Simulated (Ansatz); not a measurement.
## Preparing NaLaF4 (P1) as a host crystal

Aim: the runs on the perfect crystal NaLaF4 (P1) that a defect calculation needs first.

Calculated with Ansatz 0.2.0; plane-wave PAW DFT, PBEsol; relaxation of the host's cell and atoms, in the first sound run; inputs show where later runs differ.

Most raw output is cut from this account.

### Step 1. The structure

The cell holds 18 atoms: 3 Na, 3 La and 12 F. Cell: a = 6.128 Å, b = 7.191 Å, c = 7.209 Å, α = 64.0°, β = 64.9°, γ = 65.0°.

### Step 2. Host cell relaxation

Cell and atoms are relaxed together, until forces and stress fall under their thresholds.

Input file cell/input.yaml:

```yaml
crystal:
  lattice:
    - [6.1277535, 0.0, 0.0]
    - [3.0416108, 6.5165016, 0.0]
    - [3.0570628, 2.062057, 6.1944495]
  atoms:
    - { symbol: Na, position: [0.66692345, 0.48824176, 0.15947592] }
    - { symbol: Na, position: [0.66262903, 0.01365395, 0.67445775] }
    - { symbol: Na, position: [0.32994909, 0.44415044, 0.89281178] }
    - { symbol: La, position: [0.00447564, 0.00572611, 0.98957254] }
    - { symbol: La, position: [0.9962428, 0.50547921, 0.49894889] }
    - { symbol: La, position: [0.33685686, 0.93046277, 0.39816322] }
    - { symbol: F, position: [0.58618368, 0.71963085, 0.65686559] }
    - { symbol: F, position: [0.59429622, 0.17927944, 0.19113096] }
    - { symbol: F, position: [0.37721418, 0.01301793, 0.01868736] }
    - { symbol: F, position: [0.37250658, 0.54771388, 0.49120954] }
    - { symbol: F, position: [0.02912051, 0.2850556, 0.3093965] }
    - { symbol: F, position: [0.04102433, 0.82705837, 0.75916024] }
    - { symbol: F, position: [0.26143505, 0.62924041, 0.1215253] }
    - { symbol: F, position: [0.28019489, 0.13765086, 0.61739732] }
    - { symbol: F, position: [0.74816487, 0.25175755, 0.74169177] }
    - { symbol: F, position: [0.75728395, 0.73800197, 0.22257009] }
    - { symbol: F, position: [0.98535404, 0.38903697, 0.87888128] }
    - { symbol: F, position: [0.97014383, 0.89484093, 0.37805095] }
basis:
  ecutwfc: 420
  xc_grid: 2
hamiltonian:
  xc: pbesol
kpoints:
  mp_grid: { grid: [5, 5, 5] }
scf:
  occupations: { method: fixed }
  max_iter: 100
relax:
  f_tol: 0.005
  max_steps: 60
  cell: {}
output:
  forces: true
  stress: true
checkpoint:
  write: "../cell.run"
  compress: false
  write_wavefunctions: false
  write_every: 100000
```

Launch:

```bash
$ ansatz run input.yaml --threads 4 --pin off --max-ram 7536MiB --backend cpu --events-out ev --progress --plain --runs-dir out
```

The job ended after 2.3 min (4 threads of Intel Xeon 6975P-C (Granite Rapids), shared host; peak memory 1.4 GiB).

The steps of the relaxation:

```tsv
step	energy less that of the first step (eV)	largest force component (eV/Å)	pressure (GPa)	volume (Å³)
1	0.0000	0.1606	-0.64	247.35
2	-0.0133	0.1115	1.40	245.13
3	-0.0208	0.0242	0.14	247.37
4	-0.0195	0.0350	-0.02	248.02
5	-0.0205	0.0051	0.00	247.92
6	-0.0205	0.0007	0.00	247.93
7	-0.0233	0.0007	0.02	247.93
8	-0.0230	0.0005	0.00	248.02
9*	-0.0234	0.0005	0.00	248.02
```

Relaxation steps marked * repeat the geometry before them on a plane-wave basis chosen anew for their cell, so energy and pressure can jump there. The log counts 2 steps on a newly chosen plane-wave basis, not all of them marked here; energy and pressure can jump at such steps.

```tsv
cell as run	before	after	change
a (Å)	6.128	6.156	+0.5 %
b (Å)	7.191	7.205	+0.2 %
c (Å)	7.209	7.220	+0.2 %
α (°)	63.99	63.39	-0.9 %
β (°)	64.91	64.82	-0.1 %
γ (°)	64.98	64.84	-0.2 %
volume (Å³/atom)	13.74	13.78	+0.3 %
```

The atoms that moved most (Å, as changes of fractional coordinates times the final cell):

```tsv
atom	dx	dy	dz	length
F11	0.047	0.013	-0.013	0.050
F9	-0.027	0.024	0.018	0.040
Na3	-0.003	-0.024	0.031	0.039
F7	0.002	-0.019	-0.033	0.038
F8	-0.014	-0.024	-0.021	0.035
Na2	-0.001	-0.025	0.024	0.034
F10	-0.025	0.023	0.000	0.034
F12	0.032	0.009	0.006	0.034
```

Numbers from this step:

- pressure: 0.003631 GPa

The relaxation ends with a largest force component of 4.7e-4 eV/Å and a pressure of 0.00 GPa.

### Step 3. Dielectric tensors of the host

The response to a uniform electric field gives the electronic dielectric tensor.

This step: plane-wave PAW DFPT, PBEsol; dielectric tensors, Born charges and zone-centre modes of the host (Ansatz 0.2.0).

Input file eps/input.yaml:

```yaml
crystal:
  lattice:
    - [6.1563558578, 0.0035245614, -0.0009741865]
    - [3.0595562102, 6.5231958895, 0.0343020618]
    - [3.0715334378, 2.0984465551, 6.1883534162]
  atoms:
    - { symbol: Na, position: [0.6664753466, 0.4849078479, 0.1638403378] }
    - { symbol: Na, position: [0.6630740386, 0.008598753, 0.6782940303] }
    - { symbol: Na, position: [0.3295473852, 0.4388551313, 0.8979043268] }
    - { symbol: La, position: [0.0037216757, 0.0063635139, 0.9895426037] }
    - { symbol: La, position: [0.9968590184, 0.5065118185, 0.4974994158] }
    - { symbol: La, position: [0.3361742642, 0.9307218462, 0.3989459147] }
    - { symbol: F, position: [0.5897904343, 0.7184965016, 0.6515625037] }
    - { symbol: F, position: [0.5950384273, 0.1767006424, 0.1877317931] }
    - { symbol: F, position: [0.3700102287, 0.0157621555, 0.0215674212] }
    - { symbol: F, position: [0.3667043817, 0.5512579833, 0.4911113121] }
    - { symbol: F, position: [0.0364956354, 0.2876621596, 0.3073611996] }
    - { symbol: F, position: [0.0451131446, 0.8281307653, 0.7601830957] }
    - { symbol: F, position: [0.2587600188, 0.6319354837, 0.122012744] }
    - { symbol: F, position: [0.2804817456, 0.1378263893, 0.6168952746] }
    - { symbol: F, position: [0.7527767217, 0.2505206226, 0.738239731] }
    - { symbol: F, position: [0.7554396249, 0.7401818402, 0.2230177059] }
    - { symbol: F, position: [0.9818739908, 0.3889180203, 0.8770951334] }
    - { symbol: F, position: [0.9716629175, 0.8966475251, 0.3771924567] }
basis:
  ecutwfc: 420
hamiltonian:
  xc: pbesol
kpoints:
  mp_grid: { grid: [5, 4, 4] }
scf:
  occupations: { method: fixed }
  max_iter: 100
phonons:
  method: dfpt
  dielectric: true
  rigid_motions: translations
```

Run time: 24 min. Hardware: 4 threads; peak memory 4.1 GiB; 1.5 h of CPU time.

Electronic dielectric tensor:

```
 2.47  0.00  0.00
 0.00  2.50 -0.05
 0.00 -0.05  2.53
```

Static dielectric tensor:

```
 9.07  0.02 -0.16
 0.02 10.99 -3.19
-0.16 -3.19 13.51
```

The principal values of the electronic dielectric tensor are 2.47, 2.47 and 2.57. The principal values of the static dielectric tensor are 8.80, 9.09 and 15.68.

### Step 4. Primitive cell on a dense mesh

A dense mesh gives the host's converged energy, against which the supercell's sampling is tested.

This step: plane-wave PAW DFT, PBEsol; single point of the host's primitive cell on a dense mesh (Ansatz 0.2.0).

dense/input.yaml, as its differences from eps/input.yaml of step 3:

```diff
@@ -26,2 +26,3 @@
   ecutwfc: 420
+  xc_grid: 2
 hamiltonian:
@@ -29,9 +30,5 @@
 kpoints:
-  mp_grid: { grid: [5, 4, 4] }
+  mp_grid: { grid: [5, 5, 5] }
 scf:
-  occupations: { method: fixed }
-  max_iter: 100
-phonons:
-  method: dfpt
-  dielectric: true
-  rigid_motions: translations
+  occupations: { method: fermi_dirac, width: 0.01 }
+  max_iter: 80
```

The job ended after 16 s (4 threads; peak memory 1.4 GiB; 62 s of CPU time).

### Step 5. Self-consistent run

This step: plane-wave PAW DFT, PBEsol; single point of the defect-free supercell, a test of its k-points (Ansatz 0.2.0).

System of this step: NaLaF4 (P1). The cell holds 72 atoms: 12 Na, 12 La and 48 F. Its edges and angles: a = 10.630 Å, b = 9.770 Å, c = 9.759 Å, α = 101.8°, β = 90.2°, γ = 90.0°.

Input file pristine.sampling/input.yaml:

```yaml
crystal:
  lattice:
    - [-0.0252662097, 8.6181178832, 6.2236296645]
    - [6.1683330854, -4.421224773, 6.1530771679]
    - [6.1443786301, 4.4282738958, -6.1550255408]
  atoms:
    - { symbol: Na, position: [0.3243740929, 0.4151578422, 0.5756915972] }
    - { symbol: Na, position: [0.3243740929, 0.9151578422, 0.0756915972] }
    - { symbol: Na, position: [0.8243740929, 0.4151578422, 0.0756915972] }
    - { symbol: Na, position: [0.8243740929, 0.9151578422, 0.5756915972] }
    - { symbol: Na, position: [0.3434463916, 0.1706840344, 0.8358363958] }
    - { symbol: Na, position: [0.3434463916, 0.6706840344, 0.3358363958] }
    - { symbol: Na, position: [0.8434463916, 0.1706840344, 0.3358363958] }
    - { symbol: Na, position: [0.8434463916, 0.6706840344, 0.8358363958] }
[... 60 atom lines left out ...]
    - { symbol: F, position: [0.1369199909, 0.1744276871, 0.9341552213] }
    - { symbol: F, position: [0.1369199909, 0.6744276871, 0.4341552213] }
    - { symbol: F, position: [0.6369199909, 0.1744276871, 0.4341552213] }
    - { symbol: F, position: [0.6369199909, 0.6744276871, 0.9341552213] }
basis:
  ecutwfc: 420
  xc_grid: 2
hamiltonian:
  xc: pbesol
kpoints:
  mp_grid: { grid: [1, 1, 1], shift: [0.25, 0.25, 0.25] }
scf:
  occupations: { method: fermi_dirac, width: 0.01 }
  max_iter: 80
```

The job ended after 8.6 s (4 threads; peak memory 2 GiB; 32 s of CPU time).

Numbers from this step:

- energy over dense mesh: -1.65e-5 eV/atom

### Step 6. Defect free supercell relaxed from its symmetric sites

This cell, the one that will hold the defects, is built from the relaxed host. Its coarser k-points can move the atoms a little, so it is relaxed from the symmetric sites, as the reference for the test of stability.

This step: plane-wave PAW DFT, PBEsol; relaxation of the defect-free supercell from its symmetric sites (Ansatz 0.2.0).

pristine.symmetric/input.yaml, as its differences from pristine.sampling/input.yaml of step 5:

```diff
@@ -88 +88,12 @@
   max_iter: 80
+output:
+  forces: true
+relax:
+  f_tol: 0.01
+  max_steps: 60
+  escape_saddle: false
+checkpoint:
+  write: "../pristine.symmetric.run"
+  compress: false
+  write_wavefunctions: false
+  write_every: 100000
```

Elapsed: 14 s, on 4 threads; peak memory 2.1 GiB.

Hardly anything moved in the relaxation; the energy changed by under 0.2 meV an atom.

### Step 7. Defect free supercell relaxed from displaced atoms

This step: plane-wave PAW DFT, PBEsol; relaxation of the defect-free supercell from random displacements, a test of the host's stability (Ansatz 0.2.0).

pristine.rattled/input.yaml, as its differences from pristine.symmetric/input.yaml of step 6:

```diff
@@ -92,6 +92,6 @@
   f_tol: 0.01
-  max_steps: 60
-  escape_saddle: false
+  max_steps: 120
+  random_displacement: { amplitude: 0.08, seed: 7248 }
 checkpoint:
-  write: "../pristine.symmetric.run"
+  write: "../pristine.rattled.run"
   compress: false
```

Run time: 42 s. Hardware: 4 threads; peak memory 2.1 GiB.

The steps of the relaxation:

```tsv
step	energy less that of the first step (eV)	largest force component (eV/Å)
1	0.0000	1.6499
2	-0.0818	2.5263
3	-1.3309	0.1329
4	-1.3419	0.0147
5	-1.3422	0.0016
```

The relaxation ends 19 meV an atom lower than the displaced start, with a largest force component of 0.0016 eV/Å.

### Step 8. Summary of results

| Property | Result |
| --- | --- |
| primitive cell vectors, lengths | 6.156, 7.205, 7.220 Å |
| electronic dielectric constant | principal values (2.47, 2.47, 2.57) |
| static dielectric constant | principal values (8.80, 9.09, 15.68) |
| gap on the k-mesh of the response run (PBEsol) | 6.55 eV |
| supercell relaxed in its symmetry less the displaced and relaxed one | 0.000 eV |
| energy an atom at one point at (¼, ¼, ¼) less that on the dense mesh | 0.000 eV |

What this shows: Step 7: The energy fell by 1.342 eV from the randomly displaced start; the atoms end within 0.005 Å of the sites as typed, once the mean shift is taken out. The displaced cell ends within 0.01 eV of the symmetric one relaxed in its symmetry, so no lower structure shows in this supercell. The k-mesh can miss the band edges, so this gap is an upper bound at this level. All at zero temperature.

[Logs are printed without paths, hosts, clocks, repeated set-up lines and the standing remarks that a program may print on its own settings, such as how far it seeks lower states.]

[Hosts, paths, dates, database ids (printed as entryN), source tags and the programs' standing remarks are cut or masked in the printed files.]

[Runs of the host that timed out are not shown.]

[For some hosts the program warned that the k-mesh of the response run may be too coarse for force constants and the static dielectric constant; such warnings are not always shown.]
